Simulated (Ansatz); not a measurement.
# ScAgPd in the AlB2 type: lattice stability ahead of a resistivity run, part 2 of 3

The plan: relax ScAgPd in the AlB2 type, check its phonons, and, if the lattice is stable, compute its Eliashberg function and ρ(T).

Ansatz 0.2.0; DFT LDA, scalar-relativistic, plane waves, PAW; PAW set soft_1.

So far. Step 2 (Rough relaxation): The largest force is now zero by symmetry and the largest stress component 0.11 GPa. Step 3 (Relaxing cell and atoms): The largest force is now zero by symmetry and the largest stress component 0.0062 GPa. The relaxed cell has a = 4.514, c = 2.857 Å (conventional setting).

The structure was built from a prototype and need not be the compound's stable phase.

### Step 4. Tight relaxation

No force is left; the cell is relaxed once more with another smearing and tight thresholds.

File input.yaml:

```yaml
crystal:
  lattice:
    - [4.5141379499, -3.2833e-06, 0.0]
    - [-2.2570661316, 3.9093597825, 0.0]
    - [0.0, 0.0, 2.8570613979]
  atoms:
    - { symbol: Sc, position: [0.0, 0.0, 0.0] }
    - { symbol: Ag, position: [0.3333333333, 0.6666666667, 0.5] }
    - { symbol: Pd, position: [0.6666666667, 0.3333333333, 0.5] }
kpoints:
  mp_grid: { grid: [9, 9, 10] }
hamiltonian:
  xc: lda
  pseudopotentials: { kind: paw, azcp: { folder: soft_1 }, xc_functional: pbe }
scf:
  occupations: { method: methfessel_paxton, width: 0.2 }
output:
  forces: true
  stress: true
  eigenvalues: true
relax:
  adjacent_minimum: "off"
  f_tol: 0.001
  max_steps: 60
  cell: { stress_tol: 0.01 }
```

On the command line:

```bash
$ ansatz run input.yaml --threads 4 --pin off --max-ram 12288MiB --backend cpu --events-out ev --progress --plain --runs-dir out
```

Numbers of over 12 decimals in the logs are rounded to 6 here.

What it wrote:

```text
[the first part of the log is left out]
  E_paw        = -8450.640438  (= ΣΔE_a)
  E_vpaw       = -1103.885774  (= ΣTr[D̂ρ^β])
  E_aug_tail   = 0.000582  (compensation charges beyond the density's cutoff)
  E_ewald      = -6350.377114
  E_core_change = 1.710465  (= ΣΔE_core)
  E_smearing   = 0.001502  (= −TS)
  E_closure    = -0.000000  (closes the sum)
  Σ components = -16393.178215   (vs F -16393.178215, Δ=0.00e0)
[...]
--- Stress (GPa, compression-positive) ---
       -0.007185      -0.000000      -0.000000
       -0.000000      -0.007185       0.000000
       -0.000000       0.000000      -0.007297
  P = ⅓ Tr σ = -0.0072 GPa (-0.072 kbar)
--- Band table (eV; the first three rows and the last of 72) ---
[...]
--- Relaxed structure (3 steps of the walk, 3 accepted, 1 SCFs on fresh bases) ---
[...]
cell:  # Å, volume = 50.4258 Å³
    - [4.513393, -3.2827171933413208e-6, 0]
    - [-2.256694, 3.908715, 0]
    - [0, 0, 2.858350]
  atoms:
    - { symbol: Sc, position: [0, 0, 0] }
    - { symbol: Ag, position: [0.333333, 0.666667, 0.5] }
    - { symbol: Pd, position: [0.666667, 0.333333, 0.5] }
```

The job ended after 9.2 s (4 threads of Arm Neoverse V2, shared host; peak memory 0.54 GiB; 35 s of CPU time).

Little changed from the start: no atom moved by 0.005 Å and no cell edge by 0.1 %.

This step gave:

| Property | Result |
| --- | --- |
| pressure | -0.007222 GPa |

The largest force is now zero by symmetry and the largest stress component 0.0073 GPa, small enough for phonons.

### Step 5. Phonons by linear response: q 2×2×2, k 4×4×6

Couplings are defined for a stable lattice alone, so phonons come first.

File input.yaml:

```yaml
crystal:
  lattice:
    - [4.5133931762, -3.2827e-06, 0.0]
    - [-2.2566937452, 3.9087147892, 0.0]
    - [0.0, 0.0, 2.8583499932]
  atoms:
    - { symbol: Sc, position: [0.0, 0.0, 0.0] }
    - { symbol: Ag, position: [0.3333333333, 0.6666666667, 0.5] }
    - { symbol: Pd, position: [0.6666666667, 0.3333333333, 0.5] }
kpoints:
  mp_grid: { grid: [4, 4, 6] }
hamiltonian:
  xc: lda
  pseudopotentials: { kind: paw, azcp: { folder: soft_1 }, xc_functional: pbe }
scf:
  occupations: { method: methfessel_paxton, width: 0.2 }
output:
  eigenvalues: true
phonons:
  method: dfpt
  qmesh: [2, 2, 2]
  temperatures: { t_max: 1000, t_step: 50 }
  qpath:
    path:
      - [[0.0, 0.0, 0.0], [0.5, 0.0, 0.0], [0.33333333, 0.33333333, 0.0], [0.0, 0.0, 0.0], [0.0, 0.0, 0.5], [0.5, 0.0, 0.5], [0.33333333, 0.33333333, 0.5], [0.0, 0.0, 0.5]]
      - [[0.5, 0.0, 0.5], [0.5, 0.0, 0.0]]
      - [[0.33333333, 0.33333333, 0.5], [0.33333333, 0.33333333, 0.0]]
    npoints: 10
```

What it wrote:

```text
Warning: phonons: the dynamical matrix that this run interpolates holds no multipole term above the dipole-dipole one, and a site of this crystal is no centre of inversion, so its interpolated transverse optical and acoustic branches and sound speeds can stay off near Gamma, and the density of states and the thermodynamics with them. What a run solves at a wave vector of phonons.qpoints, Gamma apart, where the deck admits one, is free of this, and under fd what a larger phonons.supercell samples
[...]
Crystal: 3 atoms, lattice volume = 50.426 Å³
Basis set: ecut = 420 eV, 963 PW (Γ), exchange–correlation on 64×64×40 points (8 copies of the dense FFT grid, shifted against one another)
Bands: 29, of which v1, the nominal top of the filled ones, is band 24 counted from 1 (23 counted from 0)
Symmetry: 12 space group operations
k-points: 16 of 96 (time reversal used)
[...]
SCF iter   1: F=—  HF=-16414.016540 eV  |F-HF|=—  |Δ(HF+E_count)|=         —  Δρ=5.97e-1  dr2=3.71e2  ethr=3.10e-3  ⟨swp⟩=4.2  Hψ=1460  notcnv=0
[...]
SCF iter  14: F=-16393.250872 eV  HF=-16393.250872 eV  |F-HF|=3.64e-12  |Δ(HF+E_count)|=  7.28e-12  S|Δr|=    0.00e0  Δρ=3.81e-8  dr2=5.31e-13  ethr=1.00e-12  ⟨swp⟩=5.8  Hψ=1763  notcnv=0
SCF 1 converged in 14 iterations: F = -16393.250872 eV  dr2 = 5.31e-13
[...]
SCF iter   1: F=—  HF=-16393.250875 eV  |F-HF|=—  |Δ(HF+E_count)|=         —  Δρ=3.04e-7  dr2=4.00e-11  ethr=1.56e-8  ⟨swp⟩=3.0  Hψ=2747  notcnv=0
eigensolver tolerance schedule: the retry pair's looser diagonalisation over-reported the residual by 187238.67 of it (diagonalisation noise at 16.33 of the residual, at the tolerance the schedule requests for it); recorded, not acted on — ethr = c·dr2/N_el stays at c = 1.0e-1
[...]
SCF iter   2: F=—  HF=-16393.250872 eV  |F-HF|=—  |Δ(HF+E_count)|=   2.98e-6  S|Δr|=    0.00e0  Δρ=2.45e-7  dr2=2.62e-11  ethr=1.00e-12  ⟨swp⟩=2.9  Hψ=960  notcnv=0
SCF iter   3: F=-16393.250872 eV  HF=-16393.250872 eV  |F-HF|=0.00e0  |Δ(HF+E_count)|=  1.09e-11  S|Δr|=    0.00e0  Δρ=1.13e-7  dr2=5.66e-12  ethr=1.00e-12  ⟨swp⟩=1.0  Hψ=992  notcnv=0
SCF 2 converged in 3 iterations: F = -16393.250872 eV  dr2 = 5.66e-12
phonons: the bands overlap, so this run is a metal and interpolates without the dipole-dipole term. If the crystal is really an insulator or semiconductor, its LO-TO splitting is missing
NSCF: frozen V_eff on 16 k-points
[...]
DFPT response loops at q = (0, 0, 0) (fractional): preconditioner auto → Kerker (q_TF=auto, 2.706 Å⁻¹) (partly filled bands, converged f_vac=0.000); β = 1.00, the filter's whole step (`scf.mixing.beta` (0.50) is not read by the response loops under this deck's `scf.mixing.preconditioner`; to damp them name `kerker` or `kerker_dos`, under which they read `scf.mixing.beta`, and type it under 1.00, their step now; both keys bind the ground state too); Broyden in place of MSR1
[...]
SCF converged after 14 iterations
Stability not checked: this state was not tested for a lower state beside it, because cold or Methfessel-Paxton smearing, or corrected tetrahedra, fill the levels in a way that the test cannot read (fill_not_monotonic; see scf.lower_state_search)
Free energy (F): -16393.250872 eV
[...]
Internal energy: -16393.251852 eV  (E = F + TS)
E sigma→0 (E₀):  -16393.251117 eV
Entropy (-TS):   0.000980 eV (0.327 meV/atom)
Fermi energy:    16.279514 eV
[...]
--- Band table (eV; the first three rows and the last of 16) ---
  k-point 0: bands = [... 20 lower, 12.7820, 14.4432, 14.4432, 16.1452, 16.2404, 16.2404, 19.6123, 19.6123, ... 1 higher]
  k-point 1: bands = [... 20 lower, 12.9104, 13.9795, 13.9795, 16.8333, 17.0622, 17.0622, 19.0057, 19.0057, ... 1 higher]
  k-point 2: bands = [... 20 lower, 13.3561, 13.3561, 14.2319, 17.9723, 18.2103, 18.2103, 18.4711, 18.4711, ... 1 higher]
  k-point 15: bands = [... 20 lower, 13.8135, 14.5582, 15.7789, 16.6478, 16.7322, 17.3567, 17.9144, 19.3159, ... 1 higher]
--- Phonons (Γ-DFPT): 6 representative perturbations + reference (Σ response iterations 20) ---
  ASR residual: 2.304e-5 → 0.000e0 eV/Å²; symmetrization residual: 1.851e-5 eV/Å²
  ASR residual per site (eV/Å²): 1.39e-5 2.30e-5 9.60e-6
  Γ frequencies (cm⁻¹): -15.58 0.00 0.00 0.00 147.73 173.30 173.30 211.57 211.57
--- Phonons (arbitrary-q DFPT): 4 irreducible q on the 2×2×2 mesh ---
  q = [0.0000, 0.0000, 0.0000] (star 1, of the zone-centre solve; hermiticity 3.58e-6, symmetrization 1.13e-7): -15.58 -0.00 -0.00 0.00 147.73 173.30 173.30 211.57 211.57
  q = [0.0000, 0.0000, -0.5000] (star 1, 6 solved perturbations in 168 linear systems a pass and spin channel, the states on 40 of 96 k-point pairs; hermiticity 2.43e-6, symmetrization 1.52e-7): 77.64 77.64 110.48 125.66 125.66 138.78 207.96 207.96 270.34
[...]
sum rule: each row above includes the acoustic sum rule's correction from the zone centre's row sums; it moved no ω² by more than (0.29 cm⁻¹)²
  mesh force constants: q→R imaginary residual 1.61e-17; ASR residual 2.304e-5 → 0.000e0 eV/Å²; symmetrization residual 1.066e-14 eV/Å²
  interpolated dispersion: 93 rows × 9 modes
  density of states and harmonic sums: on the 16×16×22 q-mesh, interpolated from the force constants of a 2×2×2 supercell (no non-analytic term)
  largest difference from the sums on the solved wave vectors: F 1.44e-1 eV, S 2.17e-4 and C_V 7.36e-5 eV/K
  zero-point energy: 0.076363 eV/cell   skipped modes (ω ≤ 0): 17, of them read as no rigid motion or as one in doubt: 14 (2.095e-2 modes/cell left out, lowest -30.40 cm⁻¹)   left out of the sums: 2.39e-3 of the cell's modes: C_V's classical limit lies that fraction below 3 k_B per atom; for a crystal, a wire or a layer, F and S can be off by more, and a phonons.interpolated_qmesh denser along its periods is the remedy for the sampling
```

The job ended after 39 s (4 threads; peak memory 0.61 GiB; 2.4 min of CPU time).

Numbers from this step:

| Quantity | Value |
| --- | --- |
| share of imaginary modes in the plain interpolation between solved wavevectors | 0.0024 |
| highest frequency, solved or plainly interpolated | 300.3 cm⁻¹ |

Solved on the 2×2×2 mesh alone; all other wavevectors are interpolated. Phonon branches along the path, in cm⁻¹:

```csv
point,branch 1,branch 2,branch 3,branch 4,branch 5,branch 6,branch 7,branch 8,branch 9
Γ,-16,0,0,0,148,173,173,212,212
halfway,-5,24,31,91,147,156,168,209,219
M,7,36,49,125,140,146,175,198,223
halfway,22,38,48,123,145,148,172,197,223
K,31,39,47,125,144,153,168,197,222
halfway,14,30,34,100,147,152,169,206,221
Γ,-16,0,0,0,148,173,173,212,212
halfway,45,45,77,103,155,155,209,209,216
A,78,78,110,126,126,139,208,208,270
halfway,70,74,100,116,132,156,198,211,284
L,-30,63,120,123,138,160,184,214,297
halfway,26,52,105,136,142,162,177,216,298
H,43,56,86,144,157,159,163,216,300
halfway,65,69,108,109,136,158,194,212,287
A,78,78,110,126,126,139,208,208,270
jump to L,-30,63,120,123,138,160,184,214,297
halfway,50,67,86,124,139,159,187,219,235
M,7,36,49,125,140,146,175,198,223
jump to H,43,56,86,144,157,159,163,216,300
halfway,41,71,77,127,153,160,179,214,240
K,31,39,47,125,144,153,168,197,222
```

The phonon branches as a text plot (rows in cm⁻¹):

```
    293 |                           **********   *       **
    280 |                         **          **  **       *
    266 |                      ***              *           *
    252 |                     *                     *
    238 |                    *
    225 |   ***********                              ****    ****
    211 |****        *********************************   *****
    197 |    ********       *      **        **       ***      **
    183 |                  *         ****   *    ******      **
    169 |*******************             ***         ****  ** ***
    156 |  **    ******  ** *     *************  ****   *********
    142 |****************    ** **   ********* ************
    128 |     ******          ******* **    * ***********  ******
    114 |    *      *        *  ********     ******
    101 |   *        *        **  * *   *  ** *    **
     87 |             *     **    **     **   **         ****
     73 |  *               *   ******        ****    *     ***
     59 | *                 ***     ****  * **   **** ** **   **
     45 |    ********  *  **            *****      * ************
     32 |  ************  ****           *         *     *       *
     18 |***   **   ***** *          *                  *
      4 |*  ***       * **
    -10 |***           **
    -24 |                             **         *
         Γ    M   K     Γ       A     L   H    A|L     M|H      K
```

Lowest modes at the softest wavevector of the mesh. Modes at q = (0.500, 0.000, 0.500), with each element's share of the kinetic energy (negative means imaginary):

```csv
mode,frequency (cm⁻¹),Sc %,Ag %,Pd %
1,-30.4,67,24,8
2,62.8,0,50,50
3,119.8,0,24,76
4,122.9,0,54,46
5,137.9,100,0,0
6,160.3,33,52,16
```

Displacements in mode 1 (-30.4 cm⁻¹), the largest set to 1, in the home cell:
```
Sc1 1.00 0.58 0.00
Ag2 0.00 0.00 0.45
Pd3 0.00 0.00 0.27
```

Displacements in mode 2 (62.8 cm⁻¹), the largest set to 1, in the home cell:
```
Sc1  0.00  0.00  0.00
Ag2  0.57 -0.99  0.00
Pd3  0.58 -1.00  0.00
```

Among the solved wavevectors the lowest mode, translations apart, is -30.4 cm⁻¹, imaginary.

(Part 2 of 3 ends here.)

[Logs are printed without paths, hosts, clocks, repeated set-up lines and the standing remarks that a program may print on its own settings, such as how far it seeks lower states.]

[Hosts, paths, dates, database ids (printed as entryN), source tags and the programs' standing remarks are cut or masked in the printed files.]
